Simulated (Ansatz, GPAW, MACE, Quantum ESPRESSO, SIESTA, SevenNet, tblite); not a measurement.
# Random packing of 32SiO2-39SiC-29C (mol %) (83 atoms) in other programs, against a plane-wave reference

Wanted: errors and costs of other methods on random packing of 32SiO2-39SiC-29C (mol %) (83 atoms). A plane-wave run serves as the reference.

Program: Ansatz 0.2.0. Level of theory: Kohn-Sham DFT, PBE, PAW, plane waves. Results are calculated unless marked as measured.

## (1) Starting point

The cell holds 83 atoms: 29 Si, 26 O and 28 C. Cell: a = 9.666 Å, b = 9.666 Å, c = 9.666 Å, α = 90.0°, β = 90.0°, γ = 90.0°. 83 atoms (29 Si, 26 O, 28 C) packed at random in a cube at 2.88 g/cm³ and pushed apart as soft spheres, cations and anions kept from their own kind; a start for melting by ab initio MD, not an equilibrated structure. Then every atom was moved at random, 0.02 Å r.m.s. a Cartesian component.

## (2) Plane-wave reference

The PAW files are the set soft_2.

input.yaml reads:

```yaml
crystal:
  lattice:
    - [9.6657, 0.0, 0.0]
    - [0.0, 9.6657, 0.0]
    - [0.0, 0.0, 9.6657]
  atoms:
    - { symbol: Si, position: [0.69875, 0.5538, 0.88308] }
    - { symbol: Si, position: [0.07019, 0.51098, 0.22069] }
    - { symbol: Si, position: [0.45957, 0.9292, 0.43847] }
    - { symbol: Si, position: [0.8956, 0.55851, 0.7094] }
    [... 73 atom lines left out ...]
    - { symbol: C, position: [0.16123, 0.9391, 0.50304] }
    - { symbol: C, position: [0.6719, 0.90561, 0.51859] }
    - { symbol: C, position: [0.67955, 0.71581, 0.11239] }
    - { symbol: C, position: [0.18074, 0.02457, 0.08271] }
    - { symbol: C, position: [0.57197, 0.18012, 0.66963] }
    - { symbol: C, position: [0.54464, 0.45976, 0.03578] }
kpoints:
  mp_grid: { grid: [1, 1, 1] }
hamiltonian:
  xc: pbe
scf:
  occupations: { method: fermi_dirac, width: 0.05 }
output:
  forces: true
  eigenvalues: true
  populations: true
  stress: true
```

Started as:

```console
> ansatz run input.yaml --threads 4 --pin off --max-ram 8192MiB --backend cpu --events-out ev --progress --plain --runs-dir out
```

The log of the run:

```text
[...]
Pseudopotentials: kind: paw
Pseudopotential: Si, paw, valence charge 4, recommended cutoff 420 eV (normal), Si.paw.azcp
Pseudopotential: O, paw, valence charge 6, recommended cutoff 420 eV (normal), O.paw.azcp
Pseudopotential: C, paw, valence charge 4, recommended cutoff 420 eV (normal), C.paw.azcp
[...]
Crystal: 83 atoms, lattice volume = 903.025 Å³
Basis set: ecut = 420 eV, 17557 PW (Γ), exchange–correlation on 144×144×144 points (8 copies of the dense FFT grid, shifted against one another)
Bands: 275, of which v1, the nominal top of the filled ones, is band 192 counted from 1 (191 counted from 0)
Symmetry: 1 space group operations
Space group: P1 (ITA 1), of the structure as read, at distance tolerance 9.7e-5 Å
k-points: 1
[...]
Initial density: superposition of atomic densities (neutral atoms: chi_scale 0, normalization atom), corrected by the library's trained network
Initial wavefunctions: pseudopotential atomic-orbital guess
[...]
SCF iter   1: F=—  HF=-40029.400119 eV  |F-HF|=—  |Δ(HF+E_count)|=         —  Δρ=1.49e-2  dr2=3.31e0  ethr=1.77e-3  ⟨swp⟩=7.0  Hψ=1133  notcnv=0  defer=44
preconditioner: auto → Kerker (q_TF=auto, 2.366 Å⁻¹)  [metal: Δε(μ)=0.071 eV  Ē_g=10.599 eV  σ=0.050 eV  W_gap=0.34  n_scr=202 (ndim 8)  ℏωp=24.0 eV  f_vac=0.001  D(μ)=32.57/eV (n_scr^D=250)]
[...]
SCF iter   9: F=—  HF=-40028.951178 eV  |F-HF|=—  |Δ(HF+E_count)|=   2.49e-7  Δρ=3.00e-6  dr2=1.45e-7  ethr=2.61e-10  ⟨swp⟩=2.0  Hψ=364  notcnv=0  defer=50
SCF iter  10: F=-40028.951178 eV  HF=-40028.951178 eV  |F-HF|=8.11e-9  |Δ(HF+E_count)|=   2.75e-8  Δρ=1.26e-6  dr2=2.34e-8  ethr=2.60e-11  ⟨swp⟩=13.0  Hψ=1235  notcnv=0
SCF 1 converged in 10 iterations: F = -40028.951178 eV  dr2 = 2.34e-8
[...]
SCF converged after 10 iterations
Free energy (F): -40028.951178 eV
Harris-Foulkes:  -40028.951178 eV  (|F-HF|=8.11e-9)
Internal energy: -40028.662795 eV  (E = F + TS)
E sigma→0 (E₀):  -40028.806986 eV
Entropy (-TS):   -0.288383 eV (-3.474 meV/atom)
Fermi energy:    8.640295 eV
--- Per-component energies (eV) ---
[...]
Σ components = -40028.951178   (vs F -40028.951178, Δ=0.00e0)
--- Forces (eV/Å), atoms counted from 1 ---
  atom   1  Si    -0.53757780    -0.32889049    -0.43588902
  atom   2  Si     1.25452554    -2.16819153     0.61993569
  atom   3  Si     0.64636689    -1.73412439     0.49514718
  atom   4  Si    -0.79872405    -1.09048044    -0.83350515
[...]
atom  83  C      0.16396091     0.16830472     0.44900323
  max |Σ_I F_I| component: 5.04e-5 eV/Å
--- Stress (GPa, compression-positive) ---
        5.260200       1.064133       0.342322
        1.064133       7.124331       0.680372
        0.342322       0.680371       7.318220
  P = ⅓ Tr σ = 6.5676 GPa (65.676 kbar)
--- Band table (eV) ---
  k-point 0: bands = ["-17.0612", "-15.8853", "-15.7812", "-15.3570", [... 259 levels ...], "13.1103", "13.1169", "13.1844", "13.2337", "13.3907", "13.4727", "13.5389", "13.5695", "13.6580", "13.7356", "13.7823", "13.8446"]
--- Löwdin populations: 83 sites ---
  site symbol       q [e]
     0     Si      3.5667
     1     Si      3.3373
     2     Si      2.9319
[...]
82      C      4.0574
  spilling = 0.011616 (of n_electrons = 384.000000)
```

Elapsed: 10 s, on 4 threads of Arm Neoverse V1, shared host; peak memory 1.1 GiB.

The run gave:

| Item | Value |
| --- | --- |
| free energy | -40028.9512 eV |
| free energy per atom | -482.2765 eV/atom |
| SCF cycles | 10 |
| pressure | 6.568 GPa |
| r.m.s. force component | 1.508 eV/Å |
| longest force | 6.418 eV/Å |
| Fermi energy | 8.64 eV |
| levels partly filled by over 2 per cent | 7 |
| spilling of the projection | 0.01162 |

Length of the force by element:

| element | coordination | atoms | mean length of the force (eV/Å) | spread | least | most |
| --- | --- | --- | --- | --- | --- | --- |
| C | all | 28 | 2.26 | 1.39 | 0.269 | 6.42 |
| O | all | 26 | 2.65 | 1.15 | 1.21 | 5.79 |
| Si | all | 29 | 2.03 | 1.06 | 0.320 | 4.03 |

Löwdin charges by element (they lack the spilled electrons, 0.054 e an atom on average):

| element | coordination | atoms | mean charge (e) | spread | least | most |
| --- | --- | --- | --- | --- | --- | --- |
| C | all | 28 | -0.117 | 0.123 | -0.403 | 0.138 |
| O | all | 26 | -0.393 | 0.129 | -0.678 | -0.157 |
| Si | all | 29 | 0.619 | 0.217 | 0.298 | 1.19 |

The levels nearest the highest filled one (over half full), pooled over k-points and spins:

| level less the highest filled one (eV) | occupation |
| --- | --- |
| -0.322 | 2.00 |
| -0.230 | 1.99 |
| -0.205 | 1.98 |
| -0.169 | 1.96 |
| -0.051 | 1.63 |
| 0 | 1.23 |
| 0.0535 | 0.708 |
| 0.107 | 0.315 |
| 0.173 | 0.095 |
| 0.206 | 0.05 |
| 0.238 | 0.027 |
| 0.262 | 0.017 |

The run ends at a pressure of 6.57 GPa, with forces up to 6.4 eV/Å.

## (3) The ladder

The programs:
- GPAW 26.7.0: PAW with atomic orbitals (LCAO), plane waves or a real-space grid of spacing h.
- MACE: machine-learned potential, published weights.
- Quantum ESPRESSO 7.5: plane waves; labels (QE) give functional, pseudopotential set and cutoffs of waves/density.
- SIESTA 5.4.2: numerical atomic orbitals, whose automatically made sets are far from complete, with PseudoDojo norm-conserving potentials that we converted to its format (checked against plane waves on the same files for H, C, O, Si, Ge and Ca alone); labels give functional, basis size, energy shift and mesh cutoff.
- SevenNet: machine-learned potential, published weights.
- tblite 0.8.0: extended tight binding, driven from Python.

All use the same cell and atoms; the electronic-structure runs use the same k-mesh, and an electronic temperature of 580 K (0.05 eV) where levels are smeared.

Differences are against the plane-wave reference, forces as r.m.s. over components; share is that over the reference's r.m.s. force, slope the least-squares factor from reference forces to these. Total energies of different programs have different zeros and aren't compared.

| run | Δ force, r.m.s. (meV/Å) | share (%) | slope | Δ pressure (GPa) | cores | CPU time | memory (GiB) |
| --- | --- | --- | --- | --- | --- | --- | --- |
| reference | - | - | - | - | 4 | 37 s | 1.1 |
| GPAW PBE, LCAO dzp, h 0.18 Å | 280 | 18.5 | 1.015 | - | 1 | 5.6 min | 1.3 |
| GPAW PBE, LCAO szp(dzp), h 0.18 Å (coarse) | 583 | 38.7 | 0.936 | - | 1 | 4.4 min | 1.2 |
| GPAW PBE, grid h 0.18 Å | 73.2 | 4.85 | 1.009 | - | 2 | 10 min | 1.9 |
| GPAW revPBE, LCAO dzp, h 0.18 Å | 310 | 20.5 | 1.020 | - | 1 | 5.9 min | 1.3 |
| MACE MP-0b2 small potential | 1175 | 77.9 | 0.930 | 0.415 | 1 | 6.6 s | 0.66 |
| MACE MP-0b3 medium potential | 1271 | 84.3 | 0.881 | -12.3 | 1 | 9.3 s | 1.1 |
| QE PBE, sssp-1.3.0-efficiency, 60/480 Ry | 23.7 | 1.57 | 0.997 | -0.0566 | 4 | 8.8 min | 3.1 |
| SIESTA PBE, DZ, shift 0.01 Ry, mesh 500 Ry (coarse) | 904 | 59.9 | 1.048 | 13.9 | 2 | 4.8 min | 1.6 |
| SIESTA PBE, DZP, shift 0.01 Ry, mesh 100 Ry (coarse) | 205 | 13.6 | 1.014 | 2.45 | 1 | 91 s | 0.52 |
| SIESTA PBE, DZP, shift 0.01 Ry, mesh 500 Ry | 203 | 13.4 | 1.013 | 2.40 | 2 | 13 min | 2.5 |
| SIESTA PBE, SZP, shift 0.01 Ry, mesh 500 Ry (coarse) | 653 | 43.3 | 0.937 | 7.91 | 2 | 10 min | 2.2 |
| SevenNet 0 potential | 861 | 57.1 | 0.880 | -5.74 | 1 | 8.7 s | 1.0 |
| tblite GFN1-xTB | 834 | 55.3 | 1.045 | -6.86 | 1 | 4.3 s | 0.12 |
| tblite GFN2-xTB | 1005 | 66.6 | 0.889 | -13.2 | 1 | 11 s | 0.12 |

Rows marked coarse were listed beforehand as settings not expected to be converged; some can still land near the reference.

Times of the machine-learned potentials are mostly Python's start and the loading of weights.

CPU time is summed over cores on a shared host, where runs went side by side, so it is rough. Symmetry, cutoffs, thresholds, outputs and thread counts weren't matched or tuned between programs; memory under MPI is the largest rank's times the ranks.

Mean charges by element (e), by run and scheme:

| run | scheme | Si | O | C |
| --- | --- | --- | --- | --- |
| reference | Löwdin | +0.62 | -0.39 | -0.12 |
| SIESTA PBE, DZP, shift 0.01 Ry, mesh 500 Ry | Hirshfeld | +0.09 | -0.07 | -0.02 |
| tblite GFN1-xTB | Mulliken | +0.16 | -0.33 | +0.14 |
| tblite GFN2-xTB | Mulliken | +0.38 | -0.35 | -0.08 |

The reference's Löwdin charges lack the electrons that the projection spills, 0.054 e an atom on average.

Within one program, basis, potentials and functional, energies share a zero. Each run against its twin at the usual cutoff or grid and solver:

| run | twin | Δ energy (meV/atom) | Δ force, r.m.s. (meV/Å) | CPU time over the twin's |
| --- | --- | --- | --- | --- |
| SIESTA PBE, DZP, shift 0.01 Ry, mesh 100 Ry | DZP, shift 0.01 Ry, mesh 500 Ry | 2.10 | 18.4 | 0.12 (this twin ran on 2 cores) |

## (4) Summary of results

* reference r.m.s. force component: 1.51 eV/Å
* nearest in forces: QE PBE, sssp-1.3.0-efficiency, 60/480 Ry, 1.6 %
* farthest in forces: MACE MP-0b3 medium potential, 84 %
* cheapest electronic-structure run beside the reference: tblite GFN1-xTB, 4.3 s of CPU time

**Reading.** PBE on plane waves or a grid with other potentials, cutoffs or grids, coarse settings apart, differs from the reference by 1.6 % (QE PBE, sssp-1.3.0-efficiency, 60/480 Ry) to 4.9 % (GPAW PBE, grid h 0.18 Å) of the r.m.s. force; this holds the reference's own error, so differences of a few per cent don't tell which side is nearer the exact PBE result (QE's 60 Ry are 816 eV, against the reference's 420 eV). The PBE runs in local orbitals, coarse settings apart, differ by 13 % (SIESTA PBE, DZP, shift 0.01 Ry, mesh 500 Ry) to 19 % (GPAW PBE, LCAO dzp, h 0.18 Å); basis, grid and potentials can all enter. Tight binding differs by 55 % (tblite GFN1-xTB) to 67 % (tblite GFN2-xTB); it is another model, with fitted parameters of its own, and the xTB methods hold dispersion. Machine-learned potentials differ by 57 % (SevenNet 0 potential) to 84 % (MACE MP-0b3 medium potential); they were trained on other programs' data. The cause of differences this large wasn't tested. Rows with another functional or a dispersion term differ by 21 % (GPAW revPBE, LCAO dzp, h 0.18 Å), which mixes the change of model with differences of basis and potentials. tblite GFN2-xTB needed 83 SCF steps, so its time overstates the method's usual cost. Runs with settings chosen to be coarse differ by 14 % (SIESTA PBE, DZP, shift 0.01 Ry, mesh 100 Ry) to 60 % (SIESTA PBE, DZ, shift 0.01 Ry, mesh 500 Ry), their programs' other errors included. Of the electronic-structure runs that take under half the reference's CPU time, tblite GFN1-xTB comes nearest, at 55 % in 4.3 s against 37 s; its pressure misses by -6.9 GPa. In pressure, SIESTA PBE, DZ, shift 0.01 Ry, mesh 500 Ry misses by +13.9 GPa, at the same functional. Charges hang on model, scheme and program or settings: among these rows the mean for C runs from -0.12 to +0.14 e, even in sign. In the reference: counting bands leaves a spacing of only 0.053 eV (at Γ alone), which the smearing bridges: 7 levels are partly filled by over 2 %, so a gap, if any, is small at this level. In the reference: mean Löwdin charges: C -0.12, O -0.39, Si +0.62 e (they miss 1.2 % of the electrons, so they add up to more than the cell's charge). Periodic xTB results under one method name differ between programs and library versions. Machine-learned potentials mimic data converged in k, so the reference's own k-point error enters their differences. The reference's pressure of 6.6 GPa belongs to a cell and atoms that aren't relaxed at this level. The electronic-structure runs sample only Γ, in a cell whose shortest periodic width is 10 Å, which is coarse for a cell with partly filled levels.

[Also dropped from logs without a mark: logging warnings of Python, and SIESTA's first energy breakdown and zero terms.]

[Logs are printed without paths, hosts, clocks, repeated set-up lines and the standing remarks that a program may print on its own settings, such as how far it seeks lower states.]

[Hosts, paths, dates, database ids (printed as entryN), source tags and the programs' standing remarks are cut or masked in the printed files.]
